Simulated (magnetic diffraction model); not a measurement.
## Rb₂VAgCl₆: what an assumed order does to the neutron pattern

Space group Fm-3m (no. 225), a = 10.7250 Å.

| site | atom | x | y | z |
| --- | --- | --- | --- | --- |
| 4b | Ag | 1/2 | 0 | 0 |
| 8c | Rb | 1/4 | 3/4 | 3/4 |
| 4a | V | 0 | 0 | 0 |
| 24e | Cl | 0 | 0 | 0.7771 |

The compound is invented for this exercise: a known structure type with other elements, its cell scaled to their sizes and not relaxed.

Only V is taken to order (form factors of V3+); orders and moment sizes are assumed, and not adapted to the symmetry. Radiation: neutrons of λ = 2.36 Å, 3° to 90°; isotropic B of 0.27 Å² (Ag), 0.29 Å² (Rb), 0.24 Å² (V) and 0.29 Å² (Cl). Simulated constant-wavelength pattern: nuclear and magnetic terms add, the magnetic one as |2.695 fm × Σ f S⊥ exp(2πi Q·r) exp(−B s²)|², summed over all Q at one angle with the factor 1/(sin²θ cos θ). For a modulated order the moment at position r is S exp(−2πi k·r) + c.c., with S = m/2 for a sine wave of amplitude m and S = m(u + iv)/2 for moments turning in a plane, u and v being orthogonal unit vectors in it; the phase factor of the sum at Q = H + k is then exp(2πi H·r). Free-ion form factors, Sears's scattering lengths of 1992, no absorption; a label names one of the reflections at its angle. The strongest nuclear line in the range is 100, and lines under 0.2 are left out.

Assume the order k = (1/6 0 0), moments turning in the plane of [001] and [100], 1.68 μB on V.

Q: Where does magnetic intensity appear, and how strong is it?

```tsv
2θ (°)	index	nuclear	magnetic
20.81	(5/6 1 1)	0.0	0.7
21.97	(1 1 1)	1.1	0.0
23.27	(11/6 0 0)	0.0	0.6
25.42	(2 0 0)	7.4	0.0
25.51	(1/6 2 0)	0.0	0.5
36.26	(2 2 0)	0.4	0.0
42.18	(5/6 3 1)	0.0	0.2
42.80	(3 1 1)	7.0	0.0
43.54	(11/6 2 2)	0.0	0.3
44.81	(2 2 2)	100.0	0.0
52.22	(4 0 0)	77.7	0.0
57.32	(3 3 1)	23.8	0.0
58.95	(4 2 0)	2.6	0.0
69.74	(5 1 1)	22.7	0.0
76.98	(4 4 0)	77.4	0.0
81.22	(5 3 1)	0.2	0.0
82.62	(6 0 0)	3.2	0.0
88.19	(6 2 0)	3.3	0.0
```

The strongest magnetic line in the range is (5/6 1 1) at 20.81° (0.7). Below the range, at 2.10°, lies the magnetic line (1/6 0 0) with 13. On top of the Lorentz factor, which all lines share, magnetic lines fade with angle because f falls: for V3+ it is 0.89, 0.63, 0.38 and 0.08 at sin θ/λ = 0.1, 0.2, 0.3 and 0.5 Å⁻¹, while nuclear lengths stay constant. The order has no net moment.

[Logs are printed without paths, hosts, clocks, repeated set-up lines and the standing remarks that a program may print on its own settings, such as how far it seeks lower states.]
